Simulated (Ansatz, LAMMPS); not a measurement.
# Ionic liquid MMIM+ methanesulfonate with water at 350 K (132 atoms) in motion

Wanted: a short trajectory of ionic liquid MMIM+ methanesulfonate with water at 350 K (132 atoms) with its pair distributions.

Main program and level: Ansatz 0.2.0; Kohn-Sham DFT, revPBE+D4, PAW (set soft_2), plane waves.

### 1. The starting structure

The cell holds 132 atoms: 30 C, 10 N, 68 H, 5 S and 19 O. Cell: a = 11.116 Å, b = 11.116 Å, c = 11.116 Å, α = 90.0°, β = 90.0°, γ = 90.0°. 5 MMIM+, 5 methanesulfonate, 4 H2O placed at random, at 1.25 g/cm³; overlaps pushed apart, then 10 ps at 700 K with MMFF94 bonds, angles, torsions, charges and radii (Halgren, J. Comput. Chem. 17, 490 (1996)) in harmonic and 12-6 forms; SPC/E water (Berendsen, Grigera and Straatsma, J. Phys. Chem. 91, 6269 (1987)); charges of ions scaled by 0.8. Snapshot after 30 ps at 350 K and fixed volume.

Limits known from the start: The network of contacts between molecules at the start is that of the classical potential that made the cell. The density was typed from a rule of thumb and may lie off the real one at this temperature. Sampling is at Γ alone, for a cell whose shortest periodic width is 11 Å.

### 2. Single point at the start

A single point comes first, to see the forces before anything moves.

The input, input.yaml:

```yaml
crystal:
  lattice:
    - [11.11631, 0.0, 0.0]
    - [0.0, 11.11631, 0.0]
    - [0.0, 0.0, 11.11631]
  atoms:
    - { symbol: C, position: [0.43985, 0.93268, 0.34326] }
    - { symbol: "N", position: [0.32754, 0.90007, 0.39772] }
    - { symbol: C, position: [0.30925, 0.90304, 0.52022] }
    - { symbol: C, position: [0.20357, 0.84264, 0.5378] }
    [... 122 atom lines left out ...]
    - { symbol: O, position: [0.70335, 0.96493, 0.2602] }
    - { symbol: H, position: [0.72624, 0.00262, 0.33861] }
    - { symbol: H, position: [0.75929, 0.89683, 0.2422] }
    - { symbol: O, position: [0.94742, 0.02943, 0.46082] }
    - { symbol: H, position: [0.87121, 0.07714, 0.45786] }
    - { symbol: H, position: [0.99435, 0.04316, 0.38532] }
kpoints:
  mp_grid: { grid: [1, 1, 1] }
hamiltonian:
  xc: revpbe
  dispersion: d4
scf:
  occupations: { method: gaussian, width: 0.05 }
output:
  forces: true
```

Launch:

```
$ ansatz run input.yaml --threads 4 --pin off --max-ram 8192MiB --backend cpu --events-out ev --progress --plain --runs-dir out
```

It took 10 s on 4 threads of Arm Neoverse V2, shared host; peak memory 1.6 GiB.

Numbers from this run:

```
free energy            : -27836.2606 eV
free energy per atom   : -210.8808 eV/atom
SCF cycles             : 10
r.m.s. force component : 1.014 eV/Å
longest force          : 4.74 eV/Å
Fermi energy           : 2.005 eV
```

The r.m.s. force component of 1.0 eV/Å sets the starting point.

Neighbours are counted within 1.34 Å (H-C), 1.21 Å (H-O), 1.77 Å (C-C), 1.79 Å (C-N), 2.21 Å (C-S), 1.88 Å (O-S).

Length of the force by element and coordination:

| element | coordination | atoms | mean length of the force (eV/Å) | spread | least | most |
| --- | --- | --- | --- | --- | --- | --- |
| C | all | 30 | 1.98 | 1.08 | 0.316 | 4.74 |
| C | 3 | 15 | 1.87 | 0.899 | 0.519 | 3.86 |
| C | 4 | 15 | 2.10 | 1.23 | 0.316 | 4.74 |
| H | all | 68 | 1.10 | 0.668 | 0.119 | 3.57 |
| N | all | 10 | 1.88 | 0.875 | 0.709 | 3.36 |
| O | all | 19 | 1.73 | 0.957 | 0.415 | 3.43 |
| O | 1 | 15 | 2.01 | 0.878 | 0.415 | 3.43 |
| O | 2 | 4 | 0.672 | 0.193 | 0.503 | 0.996 |
| S | all | 5 | 2.1 | 0.566 | 1.24 | 2.75 |

### 3. Dynamics at 350 K

A Nosé–Hoover thermostat steers the temperature while disturbing the dynamics little. The time step is 0.5 fs, short enough for the stretching of bonds to hydrogen.

input.yaml: that of step 2 with these lines changed.

```diff
@@ -16 +16,8 @@
   forces: true
+md:
+  timestep: 0.5
+  n_steps: 430
+  ensemble: nvt_nose_hoover
+  temperature: 350
+  initial_velocities: maxwell_boltzmann
+  seed: 3824
```

Wall time 44 min (4 threads); peak memory 1.7 GiB.

The walk was cut short by its limit. What follows describes the steps that were made.

The trajectory, sampled:

| time (fs) | T (K) | potential (meV/atom) | conserved (meV/atom) |
| --- | --- | --- | --- |
| 0.0 | 350 | 0.0 | 0.00 |
| 13.0 | 395 | -5.9 | -0.05 |
| 26.0 | 383 | -4.6 | -0.03 |
| 39.0 | 378 | -4.3 | 0.00 |
| 52.0 | 401 | -7.9 | -0.09 |
| 65.0 | 349 | -2.0 | 0.01 |
| 78.0 | 358 | -4.0 | -0.02 |
| 91.0 | 376 | -7.3 | -0.07 |
| 104.0 | 351 | -5.0 | 0.00 |
| 117.0 | 355 | -6.7 | -0.04 |
| 130.0 | 349 | -7.0 | -0.05 |
| 143.0 | 366 | -10.2 | -0.08 |
| 156.0 | 340 | -7.6 | -0.01 |
| 169.0 | 332 | -7.4 | -0.08 |
| 182.0 | 346 | -9.8 | -0.05 |
| 195.0 | 315 | -6.2 | -0.02 |

Mean square displacement from the first frame to the last: C 0.52 Å², N 0.50 Å², H 1.3 Å², S 0.19 Å², O 0.43 Å².

Mean square displacement against time lag:

| time lag (fs) | C (Å²) | H (Å²) | N (Å²) | O (Å²) | S (Å²) |
| --- | --- | --- | --- | --- | --- |
| 0.5 | 2.1e-5 | 2.1e-4 | 1.7e-5 | 1.6e-5 | 8.3e-6 |
| 4.5 | 0.00157 | 0.0139 | 0.00132 | 0.00127 | 6.4e-4 |
| 8.5 | 0.00497 | 0.0343 | 0.00420 | 0.00429 | 0.00208 |
| 16.5 | 0.0144 | 0.0828 | 0.0114 | 0.0136 | 0.00607 |
| 20.5 | 0.0193 | 0.0992 | 0.0151 | 0.0191 | 0.00813 |
| 24.5 | 0.0247 | 0.122 | 0.0195 | 0.0248 | 0.0102 |
| 28.5 | 0.0305 | 0.148 | 0.0248 | 0.0309 | 0.0124 |
| 32.5 | 0.0369 | 0.175 | 0.0308 | 0.0374 | 0.0147 |
| 40.5 | 0.0515 | 0.234 | 0.0430 | 0.0516 | 0.0202 |
| 44.5 | 0.0593 | 0.262 | 0.0490 | 0.0590 | 0.0232 |
| 49.0 | 0.0687 | 0.297 | 0.0563 | 0.0674 | 0.0266 |
| 53.0 | 0.0773 | 0.326 | 0.0638 | 0.0749 | 0.0297 |
| 57.0 | 0.0864 | 0.357 | 0.0722 | 0.0826 | 0.0329 |
| 65.0 | 0.106 | 0.418 | 0.0906 | 0.0997 | 0.0402 |
| 69.0 | 0.116 | 0.454 | 0.100 | 0.110 | 0.0445 |
| 73.0 | 0.127 | 0.490 | 0.111 | 0.121 | 0.0491 |
| 77.0 | 0.138 | 0.528 | 0.121 | 0.132 | 0.0540 |
| 81.0 | 0.149 | 0.565 | 0.132 | 0.144 | 0.0591 |
| 89.0 | 0.170 | 0.632 | 0.152 | 0.168 | 0.0699 |
| 93.0 | 0.180 | 0.667 | 0.162 | 0.180 | 0.0757 |
| 97.5 | 0.191 | 0.707 | 0.173 | 0.193 | 0.0822 |

The drift taken off is the plain mean over atoms, not the centre of mass, so with hydrogen in the cell the heavy atoms' values at short lags are too large.

Over the second half of 195 fs the temperature averages 353 K with swings of 18 K r.m.s. The conserved energy stays within 0.10 meV/atom. From first frame to last H has the largest mean square displacement, 1.3 Å² at the end; the farthest move is 2.94 Å. The run spans 0.20 ps, too short for its means to be equilibrium values.

### 4. Structure statistics late in the run

The g(r) is a mean over the second half; what follows it is taken at the last frame.

Bonds before and after, by the cutoffs listed below:

| pair | bonds before | bonds after | mean before (Å) | mean after (Å) | spread before (Å) | spread after (Å) |
| --- | --- | --- | --- | --- | --- | --- |
| H-C | 60 | 60 | 1.096 | 1.091 | 0.038 | 0.038 |
| H-O | 8 | 8 | 1.000 | 0.994 | 0.000 | 0.016 |
| C-C | 5 | 5 | 1.363 | 1.355 | 0.011 | 0.008 |
| C-N | 30 | 30 | 1.385 | 1.405 | 0.050 | 0.070 |
| C-S | 5 | 5 | 1.763 | 1.757 | 0.034 | 0.022 |
| O-S | 15 | 15 | 1.454 | 1.495 | 0.019 | 0.024 |

Density 1.25 g/cm³, 10.41 Å³ an atom.

Mean of 14 frames. Pair distribution functions g(r), in bins of 0.2 Å:

| r (Å) | total | H-H | H-C | H-O | H-N | H-S | C-C |
| --- | --- | --- | --- | --- | --- | --- | --- |
| 0.90 | 0.43 | 0.00 | 0.00 | 2.88 | 0.00 | 0.00 | 0.00 |
| 1.10 | 3.25 | 0.00 | 13.45 | 0.64 | 0.00 | 0.00 | 0.00 |
| 1.30 | 0.73 | 0.00 | 0.03 | 0.00 | 0.00 | 0.00 | 3.08 |
| 1.50 | 0.92 | 0.34 | 0.00 | 0.00 | 0.00 | 0.00 | 0.17 |
| 1.70 | 0.58 | 1.94 | 0.00 | 0.09 | 0.00 | 0.00 | 0.00 |
| 1.90 | 0.53 | 1.53 | 0.00 | 0.40 | 0.28 | 0.00 | 0.00 |
| 2.10 | 0.91 | 0.21 | 0.12 | 0.63 | 7.62 | 0.07 | 0.65 |
| 2.30 | 0.70 | 0.39 | 0.43 | 0.74 | 1.06 | 2.19 | 1.94 |
| 2.50 | 0.92 | 0.81 | 0.34 | 1.20 | 0.04 | 2.02 | 3.41 |
| 2.70 | 0.84 | 0.89 | 0.98 | 1.56 | 0.14 | 0.19 | 0.31 |
| 2.90 | 0.94 | 1.06 | 1.18 | 1.59 | 0.44 | 0.94 | 0.00 |
| 3.10 | 0.88 | 1.05 | 0.95 | 1.15 | 0.45 | 1.44 | 0.02 |
| 3.30 | 1.11 | 0.92 | 1.64 | 1.24 | 1.22 | 1.44 | 0.32 |
| 3.50 | 0.97 | 0.97 | 0.89 | 1.46 | 0.46 | 1.28 | 0.82 |
| 3.70 | 1.01 | 1.08 | 0.91 | 1.10 | 0.64 | 1.06 | 1.41 |
| 3.90 | 1.07 | 1.07 | 1.05 | 1.01 | 1.16 | 1.38 | 0.73 |
| 4.10 | 1.04 | 1.02 | 1.06 | 0.86 | 1.32 | 1.17 | 0.90 |
| 4.30 | 1.04 | 0.98 | 1.12 | 1.00 | 1.30 | 0.80 | 1.11 |
| 4.50 | 0.98 | 0.91 | 0.94 | 1.10 | 1.00 | 1.21 | 1.02 |
| 4.70 | 1.00 | 0.97 | 1.02 | 1.01 | 1.13 | 1.18 | 0.98 |
| 4.90 | 0.99 | 0.98 | 0.86 | 1.07 | 1.05 | 1.17 | 0.99 |
| 5.10 | 1.03 | 1.03 | 1.08 | 0.94 | 0.97 | 0.96 | 1.00 |
| 5.30 | 1.02 | 1.08 | 0.99 | 0.88 | 0.91 | 0.76 | 0.84 |
| 5.50 | 1.04 | 1.03 | 1.06 | 0.96 | 0.96 | 0.94 | 1.06 |

Bonds by pair of elements; cutoffs follow the first minimum of g(r), held within bounds set by covalent radii, and pairs that aren't listed don't count as bonded:

| pair A-B | cutoff (Å) | bonds | mean length (Å) | spread (Å) | shortest (Å) | B about A | A about B |
| --- | --- | --- | --- | --- | --- | --- | --- |
| H-C | 1.34 | 60 | 1.09 | 0.038 | 1.02 | 0.882 | 2 |
| H-O | 1.21 | 8 | 0.994 | 0.016 | 0.967 | 0.118 | 0.421 |
| C-C | 1.77 | 5 | 1.35 | 0.008 | 1.34 | 0.333 | 0.333 |
| C-N | 1.79 | 30 | 1.41 | 0.07 | 1.31 | 1 | 3 |
| C-S | 2.21 | 5 | 1.76 | 0.022 | 1.72 | 0.167 | 1 |
| O-S | 1.98 | 15 | 1.50 | 0.024 | 1.46 | 0.789 | 3 |

How many atoms have how many bonded neighbours:

| element | mean | 1 | 2 | 3 | 4 |
| --- | --- | --- | --- | --- | --- |
| C | 3.5 | 0 | 0 | 15 | 15 |
| H | 1 | 68 | 0 | 0 | 0 |
| N | 3 | 0 | 0 | 10 | 0 |
| O | 1.21 | 15 | 4 | 0 | 0 |
| S | 4 | 0 | 0 | 0 | 5 |

Bond angles, per cent of each kind in bins of 5°:

| angle (°) | H-C-N | H-C-H | C-N-C | C-S-O | O-S-O |
| --- | --- | --- | --- | --- | --- |
| 95–100 | 4.0 | 0.0 | 0.0 | 6.7 | 0.0 |
| 100–105 | 6.0 | 15.6 | 0.0 | 46.7 | 0.0 |
| 105–110 | 32.0 | 37.8 | 30.0 | 46.7 | 13.3 |
| 110–115 | 16.0 | 28.9 | 3.3 | 0.0 | 46.7 |
| 115–120 | 12.0 | 17.8 | 10.0 | 0.0 | 33.3 |
| 120–125 | 16.0 | 0.0 | 20.0 | 0.0 | 6.7 |
| 125–130 | 8.0 | 0.0 | 26.7 | 0.0 | 0.0 |
| 130–135 | 6.0 | 0.0 | 10.0 | 0.0 | 0.0 |

Bond angles (no mean is given where the spread exceeds 20°):

| angle | count | mean (°) | spread (°) |
| --- | --- | --- | --- |
| H-C-N | 50 | 114 | 8.7 |
| H-C-H | 45 | 110 | 4.9 |
| C-N-C | 30 | 120 | 8.9 |
| C-S-O | 15 | 104 | 3 |
| O-S-O | 15 | 114 | 3.8 |

Bond length by coordination (bonds to H left out):

| element | coordination | atoms | mean bond length (Å) |
| --- | --- | --- | --- |
| C | 3 | 15 | 1.36 |
| C | 4 | 15 | 1.58 |
| O | 1 | 15 | 1.50 |

Rings of the network by King's shortest-path rule, up to 12 atoms, one path for each pair of neighbours; H, halogens, alkali and alkaline-earth atoms are left out, and the last column divides by all other atoms, bonded or not:

| ring size (atoms) | rings | per network atom |
| --- | --- | --- |
| 5 | 5 | 0.078 |

By these cutoffs 50 % of C atoms have 3 and as many 4, all H atoms have 1, all N atoms have 3 and 79 % of O atoms have 1 bonded neighbour. The H-C-N angle averages 114° with a spread of 9°. All rings counted have 5 atoms.

### 5. Summary of results

```json
{"mean temperature, second half": "353.2 K", "temperature swing, second half": "18.05 K", "slope of the conserved energy against time, by least squares": "-0.1542 meV/atom/ps", "wall time of the 2 DFT runs": "44 min"}
```

Over the second half of 195 fs the temperature averages 353 K with swings of 18 K r.m.s. The conserved energy stays within 0.10 meV/atom. The run spans 0.20 ps, too short for its means to be equilibrium values. Counting bonds as in the table, 50 % of C atoms have 3 and as many 4, all H atoms have 1, all N atoms have 3 and 79 % of O atoms have 1 bonded neighbour.

Caveats: The force components of 1.0 eV/Å r.m.s. reflect the temperature of the frame as well as the gap between the generating potential and DFT, above all in bond lengths inside molecules. The network of contacts between molecules at the start is that of the classical potential that made the cell; DFT moved the atoms only locally, and no bond changed.

[Logs are printed without paths, hosts, clocks, repeated set-up lines and the standing remarks that a program may print on its own settings, such as how far it seeks lower states.]

[Hosts, paths, dates, database ids (printed as entryN), source tags and the programs' standing remarks are cut or masked in the printed files.]

[The MMFF94 radii named for the starting cell were scaled by 0.96; in molecules described by MMFF94, hydrogen bound to N, O or S took a small fixed 12-6 site in their place.]
